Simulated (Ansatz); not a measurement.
**Structural relaxation of random alloy of the hcp Ru-Mo line, x = 0.375 (64 atoms)**

Wanted: the relaxed structure of random alloy of the hcp Ru-Mo line, x = 0.375 (64 atoms) and its electronic structure.

Main program and level: Ansatz 0.2.0; Kohn-Sham DFT, PBE, PAW (set soft_2), plane waves.

### Step 1. The starting structure

The cell holds 64 atoms: 24 Mo and 40 Ru. Cell: a = 10.973 Å, b = 10.972 Å, c = 8.800 Å, α = 90.0°, β = 90.0°, γ = 120.0°. It derives from Ru (hcp Ru-Mo) and Mo, repeated 4×4×2. Hcp Ru-Mo: 64 atoms, 24 of 64 Ru sites given to Mo at random, cell and internal coordinates interpolated linearly between the end members (Vegard's rule); not relaxed, displaced by a Gaussian of 0.02 Å. Lattice constants are starting values near those of PBE.

Before any run, some limits are plain. The host structure and its lattice constant were typed by rule, without a check against the phase diagram.

### Step 2. Single point at the start

A single point comes first, to see the forces before anything moves.

Input file input.yaml:

```yaml
crystal:
  lattice:
    - [10.9725, 0.0, 0.0]
    - [-5.48625, 9.50246, 0.0]
    - [0.0, 0.0, 8.8]
  atoms:
    - { symbol: Mo, position: [0.00232, 0.99871, 0.9988] }
    - { symbol: Ru, position: [0.08229, 0.16849, 0.24477] }
    - { symbol: Mo, position: [0.00238, 0.9984, 0.50073] }
    - { symbol: Mo, position: [0.08442, 0.16974, 0.74532] }
    - { symbol: Ru, position: [0.99901, 0.24919, 0.00258] }
    - { symbol: Ru, position: [0.08115, 0.4163, 0.248] }
    - { symbol: Mo, position: [0.00069, 0.25123, 0.4975] }
    - { symbol: Ru, position: [0.08637, 0.41856, 0.75114] }
    - { symbol: Ru, position: [0.00092, 0.49856, 0.99972] }
    - { symbol: Ru, position: [0.08135, 0.6661, 0.25121] }
    - { symbol: Ru, position: [0.99832, 0.49916, 0.49844] }
    - { symbol: Ru, position: [0.08109, 0.66525, 0.74997] }
    - { symbol: Mo, position: [0.99821, 0.75049, 0.00377] }
    - { symbol: Ru, position: [0.08448, 0.91626, 0.24798] }
    - { symbol: Ru, position: [0.00042, 0.75356, 0.50012] }
    - { symbol: Ru, position: [0.08237, 0.91707, 0.75477] }
    - { symbol: Mo, position: [0.25087, 0.0013, 0.00068] }
    - { symbol: Ru, position: [0.33149, 0.16426, 0.24921] }
    - { symbol: Mo, position: [0.25024, 0.00123, 0.50191] }
    - { symbol: Ru, position: [0.33533, 0.16727, 0.75201] }
    - { symbol: Ru, position: [0.24994, 0.25264, 0.00117] }
    - { symbol: Ru, position: [0.3333, 0.41769, 0.24983] }
    - { symbol: Mo, position: [0.25366, 0.2532, 0.50497] }
    - { symbol: Mo, position: [0.32927, 0.41363, 0.74885] }
    - { symbol: Ru, position: [0.25121, 0.50184, 0.00072] }
    - { symbol: Mo, position: [0.32933, 0.66602, 0.25188] }
    - { symbol: Mo, position: [0.25122, 0.5016, 0.49949] }
    - { symbol: Mo, position: [0.33316, 0.66706, 0.75093] }
    - { symbol: Ru, position: [0.25049, 0.75025, 0.99848] }
    - { symbol: Ru, position: [0.33415, 0.91692, 0.25257] }
    - { symbol: Mo, position: [0.25238, 0.75039, 0.49915] }
    - { symbol: Ru, position: [0.33261, 0.91756, 0.75018] }
    - { symbol: Ru, position: [0.49942, 9.0e-05, 0.99859] }
    - { symbol: Mo, position: [0.58414, 0.16573, 0.25278] }
    - { symbol: Ru, position: [0.50136, 0.00125, 0.49751] }
    - { symbol: Ru, position: [0.58442, 0.16823, 0.74783] }
    - { symbol: Ru, position: [0.49955, 0.25007, 0.99688] }
    - { symbol: Ru, position: [0.5848, 0.41845, 0.24805] }
    - { symbol: Mo, position: [0.49926, 0.24724, 0.49991] }
    - { symbol: Mo, position: [0.58157, 0.41903, 0.75093] }
    - { symbol: Mo, position: [0.49914, 0.49837, 0.00289] }
    - { symbol: Ru, position: [0.58496, 0.66276, 0.25281] }
    - { symbol: Ru, position: [0.50332, 0.50071, 0.49727] }
    - { symbol: Mo, position: [0.58472, 0.66629, 0.74863] }
    - { symbol: Ru, position: [0.49834, 0.75116, 0.0018] }
    - { symbol: Ru, position: [0.58274, 0.91776, 0.2474] }
    - { symbol: Mo, position: [0.50151, 0.7501, 0.49958] }
    - { symbol: Ru, position: [0.58406, 0.9185, 0.75171] }
    - { symbol: Ru, position: [0.75111, 0.00029, 0.00018] }
    - { symbol: Mo, position: [0.83471, 0.16716, 0.25155] }
    - { symbol: Ru, position: [0.74687, 0.99488, 0.50236] }
    - { symbol: Ru, position: [0.83778, 0.1676, 0.74977] }
    - { symbol: Ru, position: [0.74963, 0.24975, 4.0e-05] }
    - { symbol: Mo, position: [0.83074, 0.41558, 0.24773] }
    - { symbol: Mo, position: [0.75014, 0.24938, 0.50113] }
    - { symbol: Ru, position: [0.83405, 0.41874, 0.75049] }
    - { symbol: Ru, position: [0.752, 0.49601, 0.99853] }
    - { symbol: Mo, position: [0.83764, 0.67199, 0.24943] }
    - { symbol: Mo, position: [0.74984, 0.49952, 0.50303] }
    - { symbol: Ru, position: [0.83353, 0.6681, 0.74927] }
    - { symbol: Ru, position: [0.74801, 0.75066, 0.00114] }
    - { symbol: Ru, position: [0.83557, 0.91643, 0.2486] }
    - { symbol: Ru, position: [0.75128, 0.75051, 0.50064] }
    - { symbol: Ru, position: [0.83442, 0.91911, 0.75084] }
kpoints:
  mp_grid: { grid: [2, 2, 2] }
hamiltonian:
  xc: pbe
scf:
  occupations: { method: fermi_dirac, width: 0.1 }
output:
  forces: true
```

Launch:

```
$ ansatz run input.yaml --threads 6 --pin off --max-ram 102400MiB --backend cuda --events-out ev --progress --plain --runs-dir out
```

Numbers of over 12 decimals in the logs are rounded to 6 here.

What it wrote:

```text
Engine: ansatz 0.2.0, x86_64-unknown-linux-gnu
Pseudopotentials: kind: paw
Pseudopotential: Mo, paw, valence charge 14, recommended cutoff 420 eV (normal), Mo.paw.azcp
Pseudopotential: Ru, paw, valence charge 16, recommended cutoff 420 eV (normal), Ru.paw.azcp
[... 5 lines on functional and potentials left out ...]
concurrent solve slots: 4 of 6 are kept, ahead of what memory takes: no pass of the eigensolver takes more rounds on 4
device memory: the entry about to start is reckoned to put 14.9 GiB on a device that reports 69.7 GiB free
GPU FFT provider: cuFFT
GPU libraries: cuBLAS 13.8.2, cuFFT 12.4.0, cuSOLVER 12.3.4
Crystal: 64 atoms, lattice volume = 917.539 Å³
Basis set: ecut = 420 eV, 18017 PW (Γ), exchange–correlation on 150×150×120 points (8 copies of the dense FFT grid, shifted against one another)
Bands: 586, of which v1, the nominal top of the filled ones, is band 488 counted from 1 (487 counted from 0)
Symmetry: 1 space group operations
Space group: P1 (ITA 1), of the structure as read, at distance tolerance 9.7e-5 Å
k-points: 8
[... 5 lines on functional and potentials left out ...]
Initial density: superposition of atomic densities (neutral atoms: chi_scale 0, normalization atom), corrected by the library's trained network
Initial wavefunctions: pseudopotential atomic-orbital guess
GPU buffer pool allocated for 337500 grid points (all kernels)
GPU transforms: local potential and band sums: pruned to the plane-wave sphere, on 75×75×60
Functional: x = pbe(κ = 0.804, μ = 0.219515), c = pbe(β = 0.066725)
SCF iter   1: F=—  HF=-354089.053235 eV  |F-HF|=—  |Δ(HF+E_count)|=         —  Δρ=1.00e-2  dr2=2.09e0  ethr=1.77e-3  ⟨swp⟩=5.0  Hψ=14171  notcnv=0
preconditioner: auto → Kerker (q_TF=auto, 2.757 Å⁻¹)  [metal: Δε(μ)=0.014 eV  Ē_g=4.467 eV  σ=0.100 eV  W_gap=0.03  n_scr=306 (ndim 8)  ℏωp=26.4 eV  f_vac=0.000  D(μ)=65.33/eV (n_scr^D=694)]
SCF iter   2: F=—  HF=-354089.020136 eV  |F-HF|=—  |Δ(HF+E_count)|=   3.31e-2  Δρ=5.47e-3  dr2=6.81e-1  ethr=2.14e-4  ⟨swp⟩=1.0  Hψ=5392  notcnv=0
SCF iter   3: F=—  HF=-354089.003995 eV  |F-HF|=—  |Δ(HF+E_count)|=   1.61e-2  Δρ=6.78e-4  dr2=1.13e-2  ethr=6.98e-5  ⟨swp⟩=1.0  Hψ=4673  notcnv=0
SCF iter   4: F=—  HF=-354089.005478 eV  |F-HF|=—  |Δ(HF+E_count)|=   1.48e-3  Δρ=1.43e-4  dr2=4.65e-4  ethr=1.16e-6  ⟨swp⟩=2.9  Hψ=8776  notcnv=0
SCF iter   5: F=—  HF=-354089.001113 eV  |F-HF|=—  |Δ(HF+E_count)|=   4.37e-3  Δρ=4.56e-5  dr2=5.99e-5  ethr=4.77e-8  ⟨swp⟩=1.2  Hψ=4680  notcnv=0
SCF iter   6: F=—  HF=-354089.003095 eV  |F-HF|=—  |Δ(HF+E_count)|=   1.98e-3  Δρ=1.77e-5  dr2=4.36e-6  ethr=6.14e-9  ⟨swp⟩=2.4  Hψ=6829  notcnv=0  defer=1
SCF iter   7: F=—  HF=-354089.003095 eV  |F-HF|=—  |Δ(HF+E_count)|=   2.79e-7  Δρ=4.27e-6  dr2=2.80e-7  ethr=4.47e-10  ⟨swp⟩=2.6  Hψ=8611  notcnv=0  defer=1
SCF iter   8: F=-354089.003094 eV  HF=-354089.003094 eV  |F-HF|=3.90e-9  |Δ(HF+E_count)|=   2.68e-8  Δρ=7.51e-7  dr2=7.20e-9  ethr=1.02e-11  ⟨swp⟩=3.0  Hψ=12607  notcnv=0
SCF 1 converged in 8 iterations: F = -354089.003094 eV  dr2 = 7.20e-9
  greatest PAW one-centre occupation: 0.998 electrons in one spin orbital (limit 2), on the Mo atom at site 26 (counted from 0), in its partial waves of l = 0
SCF converged after 8 iterations
Free energy (F): -354089.003094 eV
Harris-Foulkes:  -354089.003094 eV  (|F-HF|=3.90e-9)
Internal energy: -354086.845197 eV  (E = F + TS)
E sigma→0 (E₀):  -354087.924146 eV
Entropy (-TS):   -2.157897 eV (-33.717 meV/atom)
Fermi energy:    22.295950 eV
--- Per-component energies (eV) ---
  E_band       = -3522.767360
  E_kinetic    = 31203.255262
  E_local      = -70862.437135  (includes V_loc(G=0)·N_el)
  E_nonlocal   = 17162.251973
  E_hartree    = 23196.567266
  E_xc         = -12039.516212
  E_vxc        = -15084.015855  (∫ρ·V_xc dr)
  E_paw        = -215267.856234  (= ΣΔE_a)
  E_vpaw       = -12334.950958  (= ΣTr[D̂ρ^β])
  E_aug_tail   = -0.006039  (compensation charges beyond the density's cutoff)
  E_ewald      = -127479.104078
  E_smearing   = -2.157897  (= −TS)
  E_closure    = -0.000000  (closes the sum)
  Σ components = -354089.003094   (vs F -354089.003094, Δ=0.00e0)
--- Forces (eV/Å), atoms counted from 1 ---
  atom   1  Mo    -1.38916616     0.57733795     0.55844193
  atom   2  Ru     0.47620458    -0.24294586     0.15361375
  atom   3  Mo    -1.03194246    -0.61370602    -0.67018890
  atom   4  Mo    -0.13819614    -0.54934265     1.35565857
  atom   5  Ru    -0.00696143     0.26017547    -0.40270327
  atom   6  Ru     0.15708436     0.14564309    -0.13235280
  atom   7  Mo    -0.15894312     0.18352522     0.28181612
  atom   8  Ru    -0.95656557     0.01417091     0.18603936
  atom   9  Ru    -0.11407157     0.20050372    -0.01912214
  atom  10  Ru     0.04643729     0.00149249    -0.09398384
  atom  11  Ru     0.16757759     0.27318534     0.40519051
  atom  12  Ru     0.10027146     0.19675119    -0.01132643
  atom  13  Mo     0.47991421    -1.19611637    -0.80997397
  atom  14  Ru     0.08287703     0.35298354     0.20691429
[...]
atom  63  Ru     0.06246191    -0.03416092    -0.07914220
  atom  64  Ru    -0.30244785    -0.06628091     0.04099310
  max |Σ_I F_I| component: 5.61e-6 eV/Å
```

It took 8.8 s on 1 × NVIDIA H100 80GB HBM3 with 6 threads of AMD EPYC 7R13 (Zen 3), shared host; peak memory 1.3 GiB.

That memory is the host's; the program planned up to 14.9 GiB on the GPU.

The run gave:

```
free energy            : -354089.0031 eV
free energy per atom   : -5532.6407 eV/atom
SCF cycles             : 8
r.m.s. force component : 0.5068 eV/Å
longest force          : 1.948 eV/Å
Fermi energy           : 22.3 eV
```

The r.m.s. force component of 0.51 eV/Å sets the starting point.

Length of the force by element:

```csv
element,coordination,atoms,mean length of the force (eV/Å),spread,least,most
Mo,all,24,1.18,0.470,0.372,1.95
Ru,all,40,0.457,0.223,0.105,0.975
```

### Step 3. Cell and atoms relaxed

The cell is relaxed with the atoms, since the starting lattice needn't suit this functional.

Changes to input.yaml since step 2:

```diff
@@ -15 +15,5 @@
   forces: true
+relax:
+  f_tol: 0.04
+  max_steps: 150
+  cell: {}
```

What it wrote:

```text
[...]
GPU FFT provider: cuFFT
GPU libraries: cuBLAS 13.8.2, cuFFT 12.4.0, cuSOLVER 12.3.4
Crystal: 64 atoms, lattice volume = 917.539 Å³
Basis set: ecut = 420 eV, 18017 PW (Γ), exchange–correlation on 150×150×120 points (8 copies of the dense FFT grid, shifted against one another)
Bands: 586, of which v1, the nominal top of the filled ones, is band 488 counted from 1 (487 counted from 0)
Symmetry: 1 space group operations
[...]
k-points: 8
[...]
GPU buffer pool allocated for 337500 grid points (all kernels)
[...]
SCF iter   1: F=—  HF=-354089.053235 eV  |F-HF|=—  |Δ(HF+E_count)|=         —  Δρ=1.00e-2  dr2=2.09e0  ethr=1.77e-3  ⟨swp⟩=5.0  Hψ=14171  notcnv=0
[...]
SCF iter   8: F=-354089.003094 eV  HF=-354089.003094 eV  |F-HF|=4.02e-9  |Δ(HF+E_count)|=   2.69e-8  Δρ=7.51e-7  dr2=7.23e-9  ethr=1.02e-11  ⟨swp⟩=3.0  Hψ=12607  notcnv=0
SCF 1 converged in 8 iterations: F = -354089.003094 eV  dr2 = 7.23e-9
[...]
relax step   1: F+E_penalty+E_count = -354089.00309449 eV  Δ(F+E_penalty+E_count) = +0.000e0 eV  max|allowed force component| = 1.862e0 eV/Å  Δτ_max = 0.0000 Å  P = +4.293 GPa  Ω = 917.539 Å³  (8 SCF iters, dr2 threshold 1.00e-7 eV, accepted)
[... from here on, the SCF cycles and remarks between the steps are left out ...]
relax step   2: F+E_penalty+E_count = -354090.18487409 eV  Δ(F+E_penalty+E_count) = -1.182e0 eV  max|allowed force component| = 5.407e-1 eV/Å  Δτ_max = 0.1950 Å  P = -5.117 GPa  Ω = 950.663 Å³  energy of the carried Pulay correction = -1.239e-2 eV  (7 SCF iters, dr2 threshold 6.40e-6 eV, accepted)
relax step   3: F+E_penalty+E_count = -354090.33263680 eV  Δ(F+E_penalty+E_count) = -1.478e-1 eV  max|allowed force component| = 8.162e-1 eV/Å  Δτ_max = 0.2000 Å  P = +1.414 GPa  Ω = 928.594 Å³  energy of the carried Pulay correction = -4.184e-3 eV  (6 SCF iters, dr2 threshold 6.40e-6 eV, accepted)
relax step   4: F+E_penalty+E_count = -354090.85079299 eV  Δ(F+E_penalty+E_count) = -5.182e-1 eV  max|allowed force component| = 4.239e-1 eV/Å  Δτ_max = 0.1747 Å  P = -1.261 GPa  Ω = 935.470 Å³  energy of the carried Pulay correction = -6.762e-3 eV  (6 SCF iters, dr2 threshold 6.40e-6 eV, accepted)
relax step   5: F+E_penalty+E_count = -354090.97705738 eV  Δ(F+E_penalty+E_count) = -1.263e-1 eV  max|allowed force component| = 1.076e-1 eV/Å  Δτ_max = 0.0635 Å  P = +0.116 GPa  Ω = 931.079 Å³  energy of the carried Pulay correction = -5.118e-3 eV  (6 SCF iters, dr2 threshold 6.40e-6 eV, accepted)
relax step   6: F+E_penalty+E_count = -354090.98623395 eV  Δ(F+E_penalty+E_count) = -9.177e-3 eV  max|allowed force component| = 7.552e-2 eV/Å  Δτ_max = 0.0303 Å  P = +0.016 GPa  Ω = 931.289 Å³  energy of the carried Pulay correction = -5.197e-3 eV  (6 SCF iters, dr2 threshold 7.24e-7 eV, accepted)
relax step   7: F+E_penalty+E_count = -354090.98840498 eV  Δ(F+E_penalty+E_count) = -2.171e-3 eV  max|allowed force component| = 2.086e-2 eV/Å  Δτ_max = 0.0207 Å  P = -0.008 GPa  Ω = 931.381 Å³  energy of the carried Pulay correction = -5.231e-3 eV  (6 SCF iters, dr2 threshold 3.56e-7 eV, accepted)
relax step   8: F+E_penalty+E_count = -354090.99344996 eV  Δ(F+E_penalty+E_count) = -5.045e-3 eV  max|allowed force component| = 2.086e-2 eV/Å  Δτ_max = 0.0000 Å  P = -0.014 GPa  Ω = 931.381 Å³  stress off target by 3.06e-2 GPa  SCF on the basis re-selected at this cell (its energy is not comparable with the rows above)  (8 SCF iters)
basis re-selected at this cell: Δ(F+E_penalty+E_count) = -5.045e-3 eV, ΔP = -0.006 GPa vs the last step (what re-selecting the basis moved, of the pressure what is left beyond the Pulay correction that the steps carried, after the strain that the cell walked since its last selection, [...]
SCF converged after 8 iterations
Free energy (F): -354090.993450 eV
[...]
Internal energy: -354088.880121 eV  (E = F + TS)
E sigma→0 (E₀):  -354089.936785 eV
Entropy (-TS):   -2.113329 eV (-33.021 meV/atom)
Fermi energy:    21.924371 eV
[...]
--- Forces (eV/Å), atoms counted from 1 ---
  atom   1  Mo    -0.00064076     0.00221450    -0.00711159
  atom   2  Ru     0.00885190    -0.00039244    -0.00015792
  atom   3  Mo    -0.00692401    -0.00782050    -0.00455571
  atom   4  Mo     0.00132357     0.00421623    -0.01454234
  atom   5  Ru    -0.00224021    -0.00641503    -0.00025825
  atom   6  Ru    -0.00568509     0.01458906    -0.00545639
  atom   7  Mo    -0.00641732     0.00392689    -0.01554155
  atom   8  Ru    -0.01529909     0.00309855     0.00810214
  atom   9  Ru     0.00622637    -0.00228832     0.00127639
  atom  10  Ru     0.00417916     0.00624245    -0.00026883
  atom  11  Ru    -0.00677991    -0.01424213     0.00516760
  atom  12  Ru    -0.00356344     0.01204853     0.00107708
  atom  13  Mo    -0.00094718     0.00124199    -0.01093848
  atom  14  Ru    -0.00292327     0.00187043    -0.00370605
[...]
atom  63  Ru    -0.01049865     0.00200198     0.00376533
  atom  64  Ru    -0.00689629     0.00640217    -0.00764099
  max |Σ_I F_I| component: 1.39e-7 eV/Å
--- Stress (GPa, compression-positive) ---
       -0.023782       0.000774       0.005875
        0.000774       0.006774       0.006890
        0.005875       0.006890      -0.024567
  P = ⅓ Tr σ = -0.0139 GPa (-0.139 kbar)
--- Band table (eV; the first three rows and the last of 8) ---
[...]
--- Relaxed structure (7 steps of the walk, 7 accepted, 1 SCFs on fresh bases) ---
  F+E_penalty+E_count = -354090.99344996 eV   max|allowed force component| = 2.086e-2 eV/Å   (the final SCF, on the basis selected at the relaxed cell)
  cell:  # Å, volume = 931.3806 Å³
    - [11.040300, -0.00602837, -0.00836297]
    - [-5.525371, 9.564813, 0.00707084]
    - [-0.00670714, 0.00267577, 8.822814]
  atoms:
    - { symbol: Mo, position: [-0.0054249, 0.998739, 1.010175] }
    - { symbol: Ru, position: [0.082662, 0.167242, 0.247215] }
    - { symbol: Mo, position: [-0.00667631, 0.992454, 0.493762] }
    - { symbol: Mo, position: [0.082079, 0.162884, 0.764811] }
[...]
- { symbol: Ru, position: [0.832988, 0.918886, 0.750915] }
```

Elapsed: 30 s, on 1 × NVIDIA H100 80GB HBM3 with 6 threads; peak memory 1.4 GiB.

That memory is the host's; the program planned up to 15 GiB on the GPU.

The program notes that the band table was not solved further than the SCF left it.

The steps of the relaxation:

```csv
step,energy less that of the first step (eV),largest force component (eV/Å),pressure (GPa),volume (Å³)
1,0.0000,1.8624,4.29,917.54
2,-1.1818,0.5407,-5.12,950.66
3,-1.3295,0.8162,1.41,928.59
4,-1.8477,0.4239,-1.26,935.47
5,-1.9740,0.1076,0.12,931.08
6,-1.9831,0.0755,0.02,931.29
7,-1.9853,0.0209,-0.01,931.38
8*,-1.9904,0.0209,-0.01,931.38
```

Relaxation steps marked * repeat the geometry before them on a plane-wave basis chosen anew for their cell, so energy and pressure can jump there.

```csv
cell as run,before,after,change
a (Å),10.973,11.040,+0.6 %
b (Å),10.972,11.046,+0.7 %
c (Å),8.800,8.823,+0.3 %
α (°),90.00,89.93,-0.1 %
β (°),90.00,90.09,+0.1 %
γ (°),120.00,120.05,+0.0 %
volume (Å³/atom),14.34,14.55,+1.5 %
```

The atoms that moved most (Å, as changes of fractional coordinates times the final cell):

```csv
atom,dx,dy,dz,length
Mo26,0.040,0.017,-0.200,0.205
Mo4,0.012,-0.066,0.172,0.184
Mo28,-0.039,0.044,0.140,0.152
Mo34,-0.080,-0.060,-0.109,0.148
Mo40,0.114,-0.069,-0.008,0.134
Mo1,-0.086,0.000,0.100,0.132
Mo13,0.047,-0.075,-0.083,0.121
Mo23,-0.008,-0.037,-0.112,0.118
```

The relaxation changed the energy by -31.1 meV/atom, and atoms moved by 0.073 Å r.m.s., 0.20 Å at most.

### Step 4. Local order after relaxation

Bonds before and after, by the cutoffs listed below:

```csv
pair,bonds before,bonds after,mean before (Å),mean after (Å),spread before (Å),spread after (Å)
Ru-Ru,152,152,2.726,2.734,0.029,0.034
Ru-Mo,176,176,2.729,2.725,0.031,0.051
Mo-Mo,56,56,2.726,2.812,0.035,0.062
```

Density 11.3 g/cm³, 14.55 Å³ an atom.

g(r), total and by pair (bins of 0.2 Å):

```csv
r (Å),total,Ru-Ru,Ru-Mo,Mo-Mo
2.50,0.05,0.00,0.12,0.00
2.70,8.06,9.12,8.57,3.59
2.90,1.12,0.29,0.48,5.55
3.10,0.00,0.00,0.00,0.00
3.30,0.00,0.00,0.00,0.00
3.50,0.00,0.00,0.00,0.00
3.70,0.28,0.00,0.33,0.92
3.90,1.99,2.19,2.13,0.94
4.10,0.06,0.00,0.05,0.23
4.30,0.23,0.12,0.35,0.14
4.50,0.36,0.40,0.37,0.19
4.70,3.68,4.11,3.57,2.88
4.90,0.90,0.40,1.16,1.47
5.10,1.25,1.26,1.32,0.98
5.30,1.33,1.17,1.49,1.21
5.50,1.11,1.16,1.05,1.14
5.70,0.03,0.00,0.05,0.04
5.90,0.00,0.00,0.00,0.00
6.10,1.61,1.85,1.44,1.50
6.30,0.31,0.04,0.41,0.72
6.50,1.48,1.66,1.40,1.28
6.70,1.08,1.09,0.90,1.69
6.90,0.66,0.55,0.80,0.49
7.10,1.27,1.26,1.37,0.94
7.30,3.09,3.18,3.14,2.73
7.50,0.13,0.01,0.20,0.28
7.70,0.23,0.08,0.31,0.41
7.90,0.88,1.01,0.86,0.60
```

Neighbours by pair of elements; one cutoff, the widest of the pairs' first minima of g(r), serves all pairs of this metal:

```csv
pair A-B,cutoff (Å),bonds,mean length (Å),spread (Å),shortest (Å),B about A,A about B
Ru-Ru,3.23,152,2.73,0.034,2.64,7.6,7.6
Ru-Mo,3.23,176,2.73,0.051,2.58,4.4,7.33
Mo-Mo,3.23,56,2.81,0.062,2.65,4.67,4.67
```

How many atoms have how many bonded neighbours:

```csv
element,mean,12
Mo,12,24
Ru,12,40
```

First main peaks of g(r), for some of the pairs, lie near 2.73 Å (Ru-Ru), 2.72 Å (Ru-Mo) and 2.81 Å (Mo-Mo). With the cutoffs above, all Mo atoms have 12 and all Ru atoms have 12 bonded neighbours.

(Part 1 of 3 ends here.)

[Logs are printed without paths, hosts, clocks, repeated set-up lines and the standing remarks that a program may print on its own settings, such as how far it seeks lower states.]

[Hosts, paths, dates, database ids (printed as entryN), source tags and the programs' standing remarks are cut or masked in the printed files.]
